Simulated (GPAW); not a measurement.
# Dielectric function and optical constants of BN, part 2 of 2

Aim: the dielectric function of BN, and the optical constants that follow from it. The cell comes from an older database entry, whose edges can differ from later determinations, mostly by under a per cent.

GPAW 26.7.0; DFT, PBE, plane-wave PAW (GPAW data sets), scalar-relativistic, RPA, optical limit.

So far. Step 2 (Ground state): There is a gap, 5.19 eV on this mesh (points off the mesh can give less), so no carriers' term is needed.

The database entry behind the starting cell has ideal inner coordinates that were not refined, so it need not match the best structure at ambient conditions.

## (4) Dielectric function, RPA

Transitions between filled and empty bands, summed over the zone, give the optical response, so mesh, band count and broadening shape it.

The induced potential is part of this response.

This step: DFT, PBE, plane-wave PAW (GPAW data sets), scalar-relativistic, RPA, optical limit (GPAW 26.7.0).

df.py reads:

```python
from gpaw.response.df import DielectricFunction

df = DielectricFunction('full.gpw', frequencies={'type': 'nonlinear', 'domega0': 0.03, 'omega2': 8},
                        ecut=50,
                        eta=0.12,
                        nbands=24,
                        txt='df.txt')
for direction in ['x', 'z']:
    df.get_dielectric_function(xc='RPA', direction=direction, filename=f'df_{direction}.csv')
```

Started as:

```
$ OMP_NUM_THREADS=1 python df.py
```

Numbers of over 12 decimals in the logs are rounded to 6 here.

What it wrote:

```text
Using integrator: PointIntegrator
NonLinearFrequencyDescriptor(from 0.000 to 57.539 eV, 483 points)
Nonperiodic BCs:  [False False False]
Using integrator: PointIntegrator
NonLinearFrequencyDescriptor(from 0.000 to 57.539 eV, 483 points)
Nonperiodic BCs:  [False False False]

Calculating chi0 body with:
    Ground state adapter containing:
    Number of spins: 1
    Number of kpoints: 1575
    Number of irreducible kpoints: 165
    Number of completely occupied states: 8
    Number of partially occupied states: 8

    Linear response parametrization:
    q_c: [0.0, 0.0, 0.0]
    Number of frequency points: 483
    Planewave cutoff: 50.0
    Number of bands: 24
    Number of planewaves: 23
    Broadening (eta): 0.12

Integrating chi0 body.

Symmetries of q_c:
    Direct symmetries (Uq -> q): 6
    Indirect symmetries (TUq -> q): 6
In total 12 allowed symmetries.

165 groups of equivalent kpoints. 89.523810% reduction.

Integral kind: spectral function

Calculating chi0 optical extensions with:
    Ground state adapter containing:
    Number of spins: 1
    Number of kpoints: 1575
    Number of irreducible kpoints: 165
    Number of completely occupied states: 8
    Number of partially occupied states: 8

    Linear response parametrization:
    Number of frequency points: 483
    Planewave cutoff: 50.0
    Number of bands: 24
    Number of planewaves: 23
    Broadening (eta): 0.12
Integrating chi0 head and wings.

Symmetries of q_c:
    Direct symmetries (Uq -> q): 6
    Indirect symmetries (TUq -> q): 6
In total 12 allowed symmetries.

165 groups of equivalent kpoints. 89.523810% reduction.

Integral kind: spectral function wings
```

The job ended after 9.6 s (1 thread of Arm Neoverse V1, shared host; peak memory 0.21 GiB).

Numbers from this step:

| Item | Value |
| --- | --- |
| electronic dielectric constant ε∞, mean over x, y and z (by symmetry where fewer were run) | 4.505 |
| main peak of Im epsilon, first axis | 11.64 eV |

Some rows of df_x.csv (energy; Re and Im without local fields; Re and Im with them):

```text
0.000000, 4.621772, 0.000000, 4.444767, -0.000000
0.429336, 4.626001, 0.002368, 4.448681, 0.002192
0.878195, 4.639541, 0.004885, 4.461212, 0.004521
1.347938, 4.663955, 0.007614, 4.483802, 0.007045
1.840057, 4.701296, 0.010639, 4.518344, 0.009839
2.356191, 4.754307, 0.014076, 4.567360, 0.013012
2.898142, 4.826728, 0.018093, 4.634286, 0.016714
3.467895, 4.923793, 0.022941, 4.723918, 0.021175
4.067647, 5.053064, 0.029015, 4.843173, 0.026752
4.699832, 5.225911, 0.036968, 5.002428, 0.034037
5.367152, 5.460340, 0.047964, 5.218081, 0.044083
6.072622, 5.786933, 0.064296, 5.517916, 0.058965
6.819608, 6.263136, 0.091187, 5.954044, 0.083410
7.611886, 7.016495, 0.144171, 6.642325, 0.131647
8.453705, 8.462549, 0.371327, 7.959229, 0.351019
9.349861, 10.959857, 1.757535, 10.162000, 1.617771
10.305790, 13.770424, 8.872388, 12.885662, 7.451187
11.327680, 4.625568, 13.945725, 5.135746, 12.592440
12.422601, -0.622853, 10.630730, 0.158222, 10.092373
13.598673, 0.139026, 8.282878, 0.672214, 7.633190
```

The Im ε has structure finer than the step of the table below, so its rows give means over 0.25 eV, whole bins alone (the curve runs from 0 to 14.0 eV). Peaks (eV: height): E ∥ x 11.633: 12.8; E ∥ z 10.306: 12.6, 11.103: 12.9, 12.668: 8.53, 13.599: 9.30.

Values under the direct gap are tails of Lorentzian lines. The Im ε by photon energy; means over each step:

```
photon energy (eV)    E ∥ x    E ∥ z
              0.25  0.00128  0.00146
              0.50  0.00256  0.00292
              0.75  0.00385  0.00441
              1.00  0.00517  0.00592
              1.25  0.00651  0.00746
              1.50  0.00789  0.00905
              1.75  0.00932   0.0107
              2.00   0.0108   0.0124
              2.25   0.0123   0.0142
              2.50   0.0140   0.0161
              2.75   0.0157   0.0181
              3.00   0.0175   0.0203
              3.25   0.0194   0.0226
              3.50   0.0215   0.0251
              3.75   0.0237   0.0278
              4.00   0.0261   0.0307
              4.25   0.0287   0.0339
              4.50   0.0316   0.0375
              4.75   0.0347   0.0415
              5.00   0.0382   0.0460
              5.25   0.0421   0.0512
              5.50   0.0465   0.0570
              5.75   0.0515   0.0637
              6.00   0.0572   0.0716
              6.25   0.0638   0.0810
              6.50   0.0715   0.0923
              6.75   0.0806    0.106
              7.00   0.0918    0.124
              7.25    0.105    0.146
              7.50    0.123    0.177
              7.75    0.146    0.222
              8.00    0.179    0.295
              8.25    0.241    0.455
              8.50    0.396    0.972
              8.75    0.619     1.97
              9.00    0.965     3.19
              9.25     1.40     3.82
              9.50     2.00     5.20
              9.75     2.93     7.42
             10.00     4.66     9.61
             10.25     6.77     11.8
             10.50     9.76     11.2
             10.75     12.3     10.4
             11.00     12.4     12.1
             11.25     12.4     11.7
             11.50     12.4     10.4
             11.75     12.0     8.77
             12.00     10.0     6.32
             12.25     10.2     7.31
             12.50     9.75     8.03
             12.75     8.18     8.12
             13.00     7.18     7.19
             13.25     6.84     7.13
             13.50     7.17     8.64
             13.75     7.88     8.76
```

Table of Re ε by photon energy:

```
photon energy (eV)   E ∥ x    E ∥ z
               0.0    4.44     4.63
               0.5    4.45     4.63
               1.0    4.47     4.65
               1.5    4.49     4.68
               2.0    4.53     4.73
               2.5    4.58     4.78
               3.0    4.65     4.86
               3.5    4.73     4.95
               4.0    4.83     5.07
               4.5    4.95     5.21
               5.0    5.09     5.38
               5.5    5.27     5.60
               6.0    5.48     5.86
               6.5    5.75     6.20
               7.0    6.09     6.64
               7.5    6.52     7.26
               8.0    7.13     8.18
               8.5    8.05     9.88
               9.0    9.18     10.9
               9.5    10.6     12.2
              10.0    12.4     10.6
              10.5    13.1     5.48
              11.0    7.51     5.42
              11.5    4.17    0.638
              12.0    1.41    0.680
              12.5  -0.248     1.70
              13.0  -0.416  -0.0179
              13.5   0.774     1.16
```

Values under the direct gap are tails of Lorentzian lines. Table of Im ε, E ∥ x by photon energy; read off at these points:

```
photon energy (eV)  without local fields  with local fields
              0.00                     0                  0
              0.50               0.00276            0.00256
              1.00               0.00558            0.00516
              1.50               0.00853            0.00789
              2.00                0.0117             0.0108
              2.50                0.0151             0.0140
              3.00                0.0189             0.0175
              3.50                0.0232             0.0214
              4.00                0.0283             0.0261
              4.50                0.0342             0.0315
              5.00                0.0415             0.0382
              5.50                0.0506             0.0465
              6.00                0.0623             0.0572
              6.50                0.0780             0.0714
              7.00                 0.100             0.0916
              7.50                 0.134              0.122
              8.00                 0.194              0.178
              8.50                 0.418              0.394
              9.00                  1.03              0.967
              9.50                  2.20               2.04
             10.00                  5.26               4.65
             10.50                  11.1               9.54
             10.66                  14.3               12.4
             11.00                  14.0               12.4
             11.50                  13.5               12.3
             11.63                  13.8               12.8
             12.00                  10.6               9.90
             12.50                  10.3               9.83
             13.00                  7.50               7.14
             13.50                  7.70               7.12
             13.69                  8.48               7.89
```

The reflectivity at normal incidence has structure finer than the step of the table below, so its rows give means over 0.25 eV, whole bins alone (the curve runs from 0 to 14.0 eV). Peaks (eV: height): E ∥ x 11.710: 43.4; E ∥ z 11.177: 42.7, 12.750: 37.4.

Table of reflectivity at normal incidence by photon energy; means over each step:

```
photon energy (eV)  E ∥ x (%)  E ∥ z (%)
              0.25       12.7       13.3
              0.50       12.7       13.4
              0.75       12.8       13.4
              1.00       12.8       13.4
              1.25       12.8       13.5
              1.50       12.9       13.5
              1.75       12.9       13.6
              2.00       13.0       13.7
              2.25       13.1       13.8
              2.50       13.2       13.9
              2.75       13.3       14.0
              3.00       13.4       14.1
              3.25       13.5       14.3
              3.50       13.7       14.4
              3.75       13.9       14.6
              4.00       14.0       14.8
              4.25       14.2       15.0
              4.50       14.4       15.3
              4.75       14.6       15.5
              5.00       14.9       15.8
              5.25       15.2       16.1
              5.50       15.5       16.5
              5.75       15.8       16.8
              6.00       16.1       17.3
              6.25       16.5       17.7
              6.50       16.9       18.2
              6.75       17.4       18.8
              7.00       17.9       19.5
              7.25       18.5       20.2
              7.50       19.1       21.0
              7.75       19.9       22.0
              8.00       20.7       23.3
              8.25       21.8       24.9
              8.50       23.0       26.9
              8.75       24.2       28.7
              9.00       25.6       29.9
              9.25       27.0       30.5
              9.50       28.6       33.1
              9.75       31.0       35.5
             10.00       33.1       37.0
             10.25       35.6       39.5
             10.50       38.5       38.3
             10.75       40.1       36.9
             11.00       40.0       40.2
             11.25       40.5       41.9
             11.50       41.3       41.6
             11.75       42.9       40.9
             12.00       39.9       32.8
             12.25       40.4       31.9
             12.50       42.4       34.9
             12.75       41.3       37.0
             13.00       37.9       35.8
             13.25       35.6       33.3
             13.50       34.9       37.6
             13.75       38.3       43.4
```

The loss function −Im 1/ε at q → 0 has structure finer than the step of the table below, so its rows give means over 0.5 eV, whole bins alone (the curve runs from 0 to 14.0 eV). Peaks (eV: height): E ∥ x 13.34: 0.148; E ∥ z 12.02: 0.164, 13.08: 0.151.

Values under the direct gap are tails of Lorentzian lines. Loss function −Im 1/ε at q → 0 against energy loss; means over each step:

```
energy loss (eV)    E ∥ x    E ∥ z
             0.5   1.3e-4   1.4e-4
             1.0   2.6e-4   2.7e-4
             1.5   3.9e-4   4.1e-4
             2.0   5.3e-4   5.6e-4
             2.5   6.6e-4   7.0e-4
             3.0   8.1e-4   8.6e-4
             3.5   9.6e-4  0.00102
             4.0  0.00112  0.00119
             4.5  0.00129  0.00138
             5.0  0.00147  0.00159
             5.5  0.00168  0.00182
             6.0  0.00190  0.00208
             6.5  0.00216  0.00240
             7.0  0.00248  0.00280
             7.5  0.00288  0.00337
             8.0  0.00354  0.00445
             8.5  0.00609   0.0101
             9.0   0.0111   0.0241
             9.5   0.0168   0.0305
            10.0   0.0259   0.0446
            10.5   0.0389   0.0677
            11.0   0.0595   0.0725
            11.5   0.0725   0.0966
            12.0   0.0950    0.140
            12.5    0.104    0.119
            13.0    0.138    0.137
            13.5    0.138    0.117
```

At chosen wavelengths:

```
wavelength (nm)   n x    k x  R (%) x   1/α x   n z    k z  R (%) z   1/α z
           1550  2.11  0.001     12.8  127 µm  2.15  0.001     13.4  113 µm
            800  2.12  0.002     12.9   33 µm  2.16  0.002     13.5   29 µm
            532  2.14  0.003     13.1   14 µm  2.18  0.003     13.8   12 µm
            450  2.15  0.004     13.3  9.8 µm  2.20  0.004     14.0  8.7 µm
            405  2.16  0.004     13.4  7.8 µm  2.21  0.005     14.2  6.8 µm
            365  2.17  0.005     13.6  6.1 µm  2.22  0.005     14.4  5.4 µm
            248  2.26  0.008     14.9  2.3 µm  2.32  0.010     15.8  2.0 µm
```

Below the direct gap, k and the depth come from the tails of the Lorentzian lines, not from transitions.

At 1064 nm the birefringence n(z) − n(x) is +0.043: the crystal is uniaxial positive at this level.

## (5) Summary of results

```json
{
  "electronic dielectric constant ε∞, mean over x, y and z (by symmetry where fewer were run) (RPA)": "4.50",
  "main peak of Im epsilon, first axis": "11.6 eV"
}
```

**Reading.** At this level (PBE, RPA) BN has a mean ε∞ = 4.50 and n = 2.11 at 1550 nm (E ∥ x), and Im ε peaks at 11.6 eV (E ∥ x). On the mesh the gap is 5.19 eV and the least direct gap 8.33 eV, so on this mesh the band edges lie at different points. Local fields change the static value along x from 4.62 to 4.44 (-4 %). Distinct maxima of Im ε, read by a parabola through the highest points, lie at 11.64 eV (13) and 13.77 eV (8.0) for E ∥ x. The static values by axis are 4.44 (x), 4.63 (z). At 1064 nm the birefringence n(z) − n(x) is +0.043: the crystal is uniaxial positive at this level. Excitons and phonon-assisted transitions are missing; PBE gaps are as a rule too small, which pulls the onset down and ε∞ up. The sum runs over mesh points, so small or evenly spaced maxima can still be ripples of the mesh.

[Machine, clock and banner lines and Python warnings are left out of the logs.]

[Logs are printed without paths, hosts, clocks, repeated set-up lines and the standing remarks that a program may print on its own settings, such as how far it seeks lower states.]

[Hosts, paths, dates, database ids (printed as entryN), source tags and the programs' standing remarks are cut or masked in the printed files.]
